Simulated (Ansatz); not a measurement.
# (KCl)2(NaI)1 [001] superlattice, started as rocksalt type: following an unstable mode

Aim: this structure of (KCl)2(NaI)1 [001] superlattice, started as rocksalt type is to be tested for unstable modes, and one is followed downhill.

Method: DFT PBE, scalar-relativistic, plane waves, PAW, in Ansatz 0.2.0.

Report form: the programs' logs are mostly left out.

The structure was built from a prototype and need not be the compound's stable phase.

## Step 1: The starting structure

Symmetry: I4/mmm, No. 139, tetragonal system. The conventional cell has a = 4.526 Å, b = 4.526 Å, c = 19.676 Å, α = 90.00°, β = 90.00°, γ = 90.00°. Nearest to Cl lie 5 K at 3.18 to 3.21 Å and 1 Na at 3.23 Å. I has 4 Na at 3.20 Å and 2 K at 3.43 Å nearest. Nearest to K lie 5 Cl at 3.18 to 3.21 Å and 1 I at 3.43 Å. Nearest to Na lie 4 I at 3.20 Å and 2 Cl at 3.23 Å. Farther neighbours and most contacts between anions are not listed.

## Step 2: Zone-centre response

The cell comes from relaxations at this level that are not shown. The zone centre is the only wavevector solved here; it holds the modes that light can see, as far as symmetry allows. The response to a homogeneous field gives the Born charges and the dielectric tensor, and its change with displacement the Raman tensors.

The input, input.yaml:

```yaml
crystal:
  lattice:
    - [3.2007007327, 3.2007007327, 0.0]
    - [-3.2007007327, 3.2007007327, 0.0]
    - [3.2007007327, 0.0, 9.8380085086]
  atoms:
    - { symbol: Cl, position: [0.5024928553, 0.4975071447, -0.0049857106] }
    - { symbol: Cl, position: [0.830840478, 0.169159522, 0.3383190439] }
    - { symbol: I, position: [0.1666666667, 0.8333333333, 0.6666666667] }
    - { symbol: K, position: [-0.0075028515, 0.0075028515, 0.015005703] }
    - { symbol: K, position: [0.3408361848, 0.6591638152, 0.3183276304] }
    - { symbol: Na, position: [0.6666666667, 0.3333333333, 0.6666666667] }
kpoints:
  mp_grid: { grid: [4, 4, 4] }
hamiltonian:
  xc: pbe
scf:
  occupations: { method: fixed }
output:
  eigenvalues: true
phonons:
  method: dfpt
  dielectric: true
  rigid_motions: translations
  raman: true
```

Launch:

```
> ansatz run input.yaml --threads 8 --pin off --max-ram 14336MiB --backend cpu --events-out ev --progress --plain --runs-dir out
```

It took 3.7 min on 8 threads of Intel Xeon Platinum 8488C (Sapphire Rapids), shared host; peak memory 3.6 GiB; 27 min of CPU time.

A gap read on the k-mesh alone can miss the band edges.

This step gave:

```
gap on the k-mesh                                       : 4.056 eV
volume per atom                                         : 33.60 Å³
sum-rule residual before enforcement                    : 5.84e-4 eV/Å²
miss of the charge sum rule                             : 0.007525 e
estimated error of the dielectric tensor                : 0.008088
estimated error of the Born charges                     : 0.01970 e
point group                                             : 4/mmm
highest optical mode at the zone centre (no LO-TO term) : 135.5 cm⁻¹
lowest optical zone-centre mode                         : -49.5 cm⁻¹
mean high-frequency dielectric constant                 : 2.587
largest Born charge (third of the trace)                : -1.195 e
top of the zone-centre spectrum with the field          : 190.1 cm⁻¹
```

Without the LO-TO term. Patterns of degenerate modes are one choice out of their space. Modes at Γ, with each element's share of the kinetic energy (negative means imaginary):

```tsv
mode	frequency (cm⁻¹)	symmetry	Cl %	I %	K %	Na %
1	-49.5	A2u	23	0	0	77
2	0.0	acoustic	24	42	26	8
3	0.0	acoustic	24	42	26	8
4	0.0	acoustic	24	42	26	8
5	36.4	Eu	19	45	31	4
6	36.4	Eu	19	45	31	4
7	51.8	Eg	43	0	57	0
8	51.8	Eg	43	0	57	0
9	93.6	A2u	27	56	9	8
10	111.1	A1g	87	0	13	0
11	121.1	Eu	55	1	42	2
12	121.1	Eu	55	1	42	2
13	123.4	Eg	57	0	43	0
14	123.4	Eg	57	0	43	0
15	128.3	Eu	2	11	0	86
16	128.3	Eu	2	11	0	86
17	134.3	A1g	13	0	87	0
18	135.5	A2u	27	2	65	7
```

Displacements in mode 1 (-49.5 cm⁻¹), the largest set to 1:
```
Cl1  0.00  0.00 -0.31
Cl2  0.00  0.00 -0.31
I3   0.00  0.00  0.00
K4   0.00  0.00 -0.01
K5   0.00  0.00 -0.01
Na6  0.00  0.00  1.00
```

Displacements in mode 9 (93.6 cm⁻¹), the largest set to 1:
```
Cl1  0.00  0.00 -0.93
Cl2  0.00  0.00 -0.93
I3   0.00  0.00  1.00
K4   0.00  0.00 -0.52
K5   0.00  0.00 -0.52
Na6  0.00  0.00 -0.88
```

Before it was imposed, the acoustic sum rule was missed by 5.8e-4 eV/Å² and the charge sum rule by 0.0075 e. Small misses are needed for a sound result but don't prove that mesh and cutoff are converged. The lowest optical mode is imaginary, 49.5i cm⁻¹, so the energy falls along it.

The log warns of the k mesh: “the force constants stand on the 4×4×4 k-mesh, whose period is 12.10 times the interband length at k = (0.0000, 0.0000, 0.0000), direct gap 4.134 eV, under 14: take them and everything formed from them as unconverged”.

## Step 3: The mode frozen in, largest atomic shift 0 Å

The mode followed lies at Γ with frequency 49.5i cm⁻¹, the softest among the wavevectors solved. At small amplitude the distorted cell has space group no. 107 by a symmetry search on the positions. The undistorted cell that holds it gives the zero of energy on the same k mesh.

The input, input.yaml:

```yaml
crystal:
  lattice:
    - [3.2007007327, 3.2007007327, 0.0]
    - [-3.2007007327, 3.2007007327, 0.0]
    - [3.2007007327, 0.0, 9.8380085086]
  atoms:
    - { symbol: Cl, position: [0.5024928553, 0.4975071447, 0.9950142894] }
    - { symbol: Cl, position: [0.830840478, 0.169159522, 0.3383190439] }
    - { symbol: I, position: [0.1666666667, 0.8333333333, 0.6666666667] }
    - { symbol: K, position: [0.9924971485, 0.0075028515, 0.015005703] }
    - { symbol: K, position: [0.3408361848, 0.6591638152, 0.3183276304] }
    - { symbol: Na, position: [0.6666666667, 0.3333333333, 0.6666666667] }
kpoints:
  mp_grid: { grid: [4, 4, 4] }
hamiltonian:
  xc: pbe
scf:
  occupations: { method: gaussian, width: 0.02 }
output:
  forces: true
  stress: true
  eigenvalues: true
```

Wall time 0.67 s (8 threads); peak memory 0.75 GiB; 4 s of CPU time.

Numbers from this step:

```yaml
pressure: 1.64e-4 GPa
energy_from_the_undistorted_cell: 0 meV/atom
```

At this level the gap is 4.06 eV on the k-mesh of the self-consistent run, which can miss the band edges.

## Step 4: The mode frozen in, largest atomic shift 0.22 Å

The atoms are moved along the unstable eigenvector, the largest shift by 0.22 Å, with the cell fixed.

input.yaml, the sections that differ from step 3:

```yaml
crystal:
  lattice:
    - [3.2007007327, 3.2007007327, 0.0]
    - [-3.2007007327, 3.2007007327, 0.0]
    - [3.2007007327, 0.0, 9.8380085086]
  atoms:
    - { symbol: Cl, position: [0.4990400892, 0.5009599108, 1.0019198216] }
    - { symbol: Cl, position: [0.827387712, 0.172612288, 0.345224576] }
    - { symbol: I, position: [0.1666332141, 0.8333667859, 0.6667335718] }
    - { symbol: K, position: [0.9923947773, 0.0076052227, 0.0152104455] }
    - { symbol: K, position: [0.3407338136, 0.6592661864, 0.3185323729] }
    - { symbol: Na, position: [0.6778477914, 0.3221522086, 0.6443044173] }
# kpoints, hamiltonian, scf, output: as in step 3
```

Elapsed: 0.81 s, on 8 threads; peak memory 0.69 GiB; 5.1 s of CPU time.

This step gave:

```
pressure                         : 0.06344 GPa
gap on the k-mesh                : 4.035 eV
energy from the undistorted cell : -0.647 meV/atom
```

The energy, extrapolated to zero smearing, is -0.65 meV/atom against the undistorted cell.

The run ends at a pressure of 0.06 GPa, with forces up to 0.035 eV/Å.

## Step 5: Energy along the mode, all amplitudes (two of the runs are shown above)

An imaginary frequency means negative curvature, so the energy should fall and then rise again as anharmonic terms take over.

Numbers from this step:

- depth at the lowest point sampled: 0.647 meV/atom
- largest atomic shift at that point: 0.22 Å

The energy from the parent by largest atomic shift:

```tsv
largest atomic shift (Å)	energy from the parent (meV/atom)
0.000	0
0.040	-0.035
0.080	-0.135
0.140	-0.368
0.220	-0.647
0.320	-0.278
0.450	3.86
0.600	21.4
```

Displacement at unit largest shift by atom:

```tsv
atom	x (Å)	y (Å)	z (Å)	size
Cl1	0.00	0.00	0.31	0.31
Cl2	0.00	0.00	0.31	0.31
I3	0.00	0.00	0.00	0.00
K4	0.00	0.00	0.01	0.01
K5	0.00	0.00	0.01	0.01
Na6	0.00	0.00	-1.00	1.00
```

The lowest of the steps tried is at 0.22 Å, 0.647 meV/atom below the parent; the bottom of the well need not coincide with a step.

## Step 6: Relaxing from the distorted cell

Starting from the lowest point found, all atoms and the cell are let go, so that strain and other modes of the same symmetry can join in.

Changes to input.yaml since step 4:

```diff
@@ -17,3 +17,3 @@
 scf:
-  occupations: { method: gaussian, width: 0.02 }
+  occupations: { method: fixed }
 output:
@@ -22 +22,6 @@
   eigenvalues: true
+relax:
+  adjacent_minimum: "off"
+  f_tol: 0.002
+  max_steps: 120
+  cell: { stress_tol: 0.03 }
```

Elapsed: 11 s, on 8 threads; peak memory 0.77 GiB; 72 s of CPU time.

Step by step:

```tsv
step	energy less that of the first step (eV)	largest force component (eV/Å)	pressure (GPa)	volume (Å³)
1	0.0000	0.0351	0.06	201.57
2	-0.0014	0.0232	0.05	202.09
3	-0.0044	0.0393	0.00	203.58
4	-0.0106	0.0913	-0.03	207.01
5	-0.0123	0.0396	-0.02	209.40
6	-0.0146	0.0167	-0.05	208.60
7	-0.0148	0.0119	-0.03	208.51
8	-0.0147	0.0164	0.01	208.25
9	-0.0149	0.0044	-0.01	208.30
10	-0.0149	0.0024	0.00	208.28
11	-0.0149	0.0004	0.00	208.22
12*	-0.0151	0.0004	0.00	208.22
```

Relaxation steps marked * repeat the geometry before them on a plane-wave basis chosen anew for their cell, so energy and pressure can jump there. Relaxation step 8 was tried and not accepted.

The run keeps the 8 symmetry operations that it works with, so distortions that break them were not tested.

```tsv
conventional cell, symmetrised	before	after	change
a (Å)	4.526	4.493	-0.7 %
b (Å)	4.526	4.493	-0.7 %
c (Å)	19.676	20.630	+4.8 %
volume (Å³/atom)	33.60	34.70	+3.3 %
```

The atoms that moved most (Å, as changes of fractional coordinates times the final cell):

```tsv
atom	dx	dy	dz	length
Na6	0.000	0.000	-0.283	0.283
Cl1	0.000	0.000	0.245	0.245
K5	0.000	0.000	0.047	0.047
K4	0.000	0.000	-0.015	0.015
Cl2	0.000	0.000	0.008	0.008
```

The relaxed structure:

```xyz
6
Lattice="3.1769 3.1769 0.0000 -3.1769 3.1769 0.0000 3.1769 0.0000 10.3151" Properties=species:S:1:pos:R:3 pbc="T T T"
Cl    3.1769    3.1769   10.5800
Cl    3.1769    3.1769    3.5688
I     0.0000    3.1769    6.8757
K     3.1769    3.1769    0.1418
K     0.0000    3.1769    3.3331
Na    3.1769    3.1769    6.3627
```

This step gave:

* pressure: 0.001270 GPa
* gap on the k-mesh: 3.971 eV
* volume per atom: 34.70 Å³

The distorted start has space group I4mm; the relaxation ends in I4mm.

## Step 7: The new phase in its own primitive cell

The relaxed structure is symmetrised, reduced to its primitive cell and relaxed tightly, as its phonons need.

The input, input.yaml:

```yaml
crystal:
  lattice:
    - [-2.246425426, 2.246425426, 10.315141245]
    - [2.246425426, -2.246425426, 10.315141245]
    - [2.246425426, 2.246425426, -10.315141245]
  atoms:
    - { symbol: Cl, position: [0.5128392405, 0.5128392405, 0.0] }
    - { symbol: Cl, position: [0.1729893623, 0.1729893623, 0.0] }
    - { symbol: I, position: [0.8332801597, 0.8332801597, 0.0] }
    - { symbol: K, position: [0.0068751329, 0.0068751329, 0.0] }
    - { symbol: K, position: [0.6615630769, 0.6615630769, 0.0] }
    - { symbol: Na, position: [0.3084156303, 0.3084156303, 0.0] }
kpoints:
  mp_grid: { grid: [6, 6, 6] }
hamiltonian:
  xc: pbe
scf:
  occupations: { method: fixed }
output:
  forces: true
  stress: true
  eigenvalues: true
relax:
  adjacent_minimum: "off"
  f_tol: 0.001
  max_steps: 60
  cell: { stress_tol: 0.01 }
```

Wall time 9.4 s (8 threads); peak memory 0.82 GiB; 68 s of CPU time.

Little changed from the start: no atom moved by 0.005 Å and no cell edge by 0.1 %.

This step gave:

* pressure: 0.001581 GPa
* gap on the k-mesh: 3.973 eV
* volume per atom: 34.69 Å³
* direct gap on mesh: 4.084 eV

The largest force component left is 0.73 meV/Å and the pressure is 0.002 GPa, within the tolerances set. The cell now holds 34.69 Å³/atom.

## Step 8: Modes of the new phase, k-mesh 6×6×6

A relaxed structure may still be a saddle point, so its zone-centre modes are computed. The response to a homogeneous field gives the Born charges and the dielectric tensor, and its change with displacement the Raman tensors.

The input, input.yaml:

```yaml
crystal:
  lattice:
    - [-2.2454331222, 2.2454331222, 10.320707415]
    - [2.2454331222, -2.2454331222, 10.320707415]
    - [2.2454331222, 2.2454331222, -10.320707415]
  atoms:
    - { symbol: Cl, position: [0.512918819, 0.512918819, 0.0] }
    - { symbol: Cl, position: [0.1729927083, 0.1729927083, 0.0] }
    - { symbol: I, position: [0.8332924047, 0.8332924047, 0.0] }
    - { symbol: K, position: [0.0068642577, 0.0068642577, 0.0] }
    - { symbol: K, position: [0.6615532747, 0.6615532747, 0.0] }
    - { symbol: Na, position: [0.3083411382, 0.3083411382, 0.0] }
kpoints:
  mp_grid: { grid: [6, 6, 6] }
hamiltonian:
  xc: pbe
scf:
  occupations: { method: fixed }
output:
  eigenvalues: true
phonons:
  method: dfpt
  dielectric: true
  rigid_motions: translations
  raman: true
```

Run time: 19 min. Hardware: 8 threads; peak memory 5.5 GiB; 2.2 h of CPU time.

This step gave:

```
sum-rule residual before enforcement                    : 0.001311 eV/Å²
miss of the charge sum rule                             : 0.007514 e
estimated error of the dielectric tensor                : 0.007251
estimated error of the Born charges                     : 0.01956 e
point group                                             : 4mm
highest optical mode at the zone centre (no LO-TO term) : 157.1 cm⁻¹
lowest optical zone-centre mode                         : 32.26 cm⁻¹
mean high-frequency dielectric constant                 : 2.526
largest Born charge (third of the trace)                : -1.174 e
mean static dielectric constant                         : 5.935
top of the zone-centre spectrum with the field          : 189.9 cm⁻¹
```

Without the LO-TO term. Patterns of degenerate modes are one choice out of their space. The modes at Γ (shares of kinetic energy by element, %):

```tsv
mode	frequency (cm⁻¹)	symmetry	Cl %	I %	K %	Na %
1	0.0	acoustic	24	42	26	8
2	0.0	acoustic	24	42	26	8
3	0.0	acoustic	24	42	26	8
4	32.3	E	25	39	31	5
5	32.3	E	25	39	31	5
6	49.9	E	41	6	53	0
7	49.9	E	41	6	53	0
8	75.9	A1	26	32	37	5
9	86.7	A1	39	25	7	28
10	98.2	A1	30	0	54	17
11	120.1	E	0	12	0	87
12	120.1	E	0	12	0	87
13	127.8	E	53	0	47	0
14	127.8	E	53	0	47	0
15	131.1	E	57	0	43	0
16	131.1	E	57	0	43	0
17	145.4	A1	30	0	70	0
18	157.1	A1	51	0	6	42
```

Displacements in mode 4 (32.3 cm⁻¹), the largest set to 1:
```
Cl1 -0.97 -0.05  0.00
Cl2 -0.28 -0.01  0.00
I3   0.66  0.03  0.00
K4  -1.00 -0.05  0.00
K5  -0.33 -0.02  0.00
Na6  0.53  0.03  0.00
```

Displacements in mode 17 (145.4 cm⁻¹), the largest set to 1:
```
Cl1  0.00  0.00 -0.54
Cl2  0.00  0.00 -0.43
I3   0.00  0.00  0.00
K4   0.00  0.00 -0.10
K5   0.00  0.00  1.00
Na6  0.00  0.00 -0.02
```

Optical modes at the zone centre, without and with the macroscopic field of the longitudinal modes; each column is sorted by frequency, so a row need not hold one and the same mode. Modes with and without the field, by row:

```tsv
rank among optical modes	no field (cm⁻¹)	q along (1, 0, 0) (cm⁻¹)	q along (0, 0, 1) (cm⁻¹)
1	32.3	32.3	32.3
2	32.3	32.4	32.3
3	49.9	49.9	49.9
4	49.9	50.2	49.9
5	75.9	75.9	77
6	86.7	86.7	86.8
7	98.2	98.2	117
8	120.1	120.1	120.1
9	120.1	122.7	120.1
10	127.8	127.8	127.8
11	127.8	130.4	127.8
12	131.1	131.1	131.1
13	131.1	145.4	131.1
14	145.4	157.1	155.8
15	157.1	189.9	187.8
```

Born charge (rows field, columns displacement) (e), principal values of the symmetric part by kind of site:

```tsv
atom	atoms with these values	low	middle	high	mean
Cl1	1	-1.18	-1.18	-1.17	-1.17
Cl2	1	-1.18	-1.15	-1.15	-1.16
I3	1	-1.17	-1.17	-0.86	-1.07
K4	1	1.14	1.14	1.19	1.16
K5	1	1.11	1.11	1.16	1.13
Na6	1	0.86	1.25	1.25	1.12
```

In full for K5:

```
1.11 0.00 0.00
0.00 1.11 0.00
0.00 0.00 1.16
```

High-frequency dielectric tensor:

```
2.56 0.00 0.00
0.00 2.56 0.00
0.00 0.00 2.45
```

Static dielectric tensor (ions relaxed, fixed cell):

```
5.96 0.00 0.00
0.00 5.96 0.00
0.00 0.00 5.89
```

Transverse modes. Infrared lines, with heights relative to the strongest:

```tsv
position (cm⁻¹)	label	relative intensity
32	E	0.2
50	E	0.6
76	A1	2.9
87	A1	0.5
98	A1	38
120	E	64
128	E	100
131	E	27
145	A1	36
157	A1	4.0
```

Activity x (w_L - w)^4 (n + 1)/w, 532 nm, 300 K; modes without the macroscopic field alone. Raman lines, with heights relative to the strongest:

```tsv
position (cm⁻¹)	label	relative intensity
32	E	12
50	E	6.1
76	A1	93
87	A1	31
98	A1	100
120	E	0.0
128	E	11
131	E	0.8
145	A1	6.3
157	A1	11
```

Before it was imposed, the acoustic sum rule was missed by 0.0013 eV/Å² and the charge sum rule by 0.0075 e. Small misses are needed for a sound result but don't prove that mesh and cutoff are converged. The lowest optical mode is real, 32.3 cm⁻¹.

## Step 9: The phases reached

The phases reached along the modes that were followed are set side by side.

Energies are those of the first relaxation, on the mesh of the frozen mode; space group, volume and gap are those of the last relaxation. Phases, by row:

```tsv
mode frozen in	space group	energy from parent (meV/atom)	volume (Å³/atom)	gap on mesh (eV)	lowest zone-centre optical mode (cm⁻¹)	largest shift (Å)
parent	I4/mmm	0	33.59	4.056	–	–
q = (0, 0, 0), 50i cm⁻¹	I4mm	-3.16	34.69	3.973	32.3	0.5
```

## Step 10: Outcome

```
unstable mode of the parent                                                      : q = (0, 0, 0), 50i cm⁻¹
depth at the lowest point sampled                                                : 0.647 meV/atom
largest atomic shift at that point                                               : 0.22 Å
space group reached (within 0.01 Å)                                              : I4mm
energy gained over the parent (first relaxation, on the mesh of the frozen mode) : 3.16 meV/atom
volume per atom, phase reached                                                   : 34.7 Å³
gap on the k-mesh, phase reached                                                 : 3.97 eV
lowest optical zone-centre mode, phase reached                                   : 32.3 cm⁻¹
highest optical mode at the zone centre (no LO-TO term), phase reached           : 157 cm⁻¹
```

Along this mode the structure falls into I4mm, 3.16 meV/atom below the parent. At the parent's cell the well is 0.647 meV/atom deep on the steps tried, with its lowest point at a shift of 0.22 Å. Relaxing atoms and cell changes the gain by +2.51 meV/atom against the lowest step (energies at zero smearing). Most of the total comes from this relaxation. The new phase has no imaginary mode at the zone centre of its cell; other wavevectors were not checked. How so shallow a well moves with the k mesh was not tested. Each path keeps the symmetry of its pattern, so a lower phase may lie along a pattern not tried. With the field response the log warns that the k mesh is coarse for the force constants too, so the frequencies may not be converged. Spin-orbit coupling is left out, which can matter for the heavy elements here. The starting cell was built on a prototype and not taken from a measurement, so the phase need not exist.

[Logs are printed without paths, hosts, clocks, repeated set-up lines and the standing remarks that a program may print on its own settings, such as how far it seeks lower states.]

[Hosts, paths, dates, database ids (printed as entryN), source tags and the programs' standing remarks are cut or masked in the printed files.]
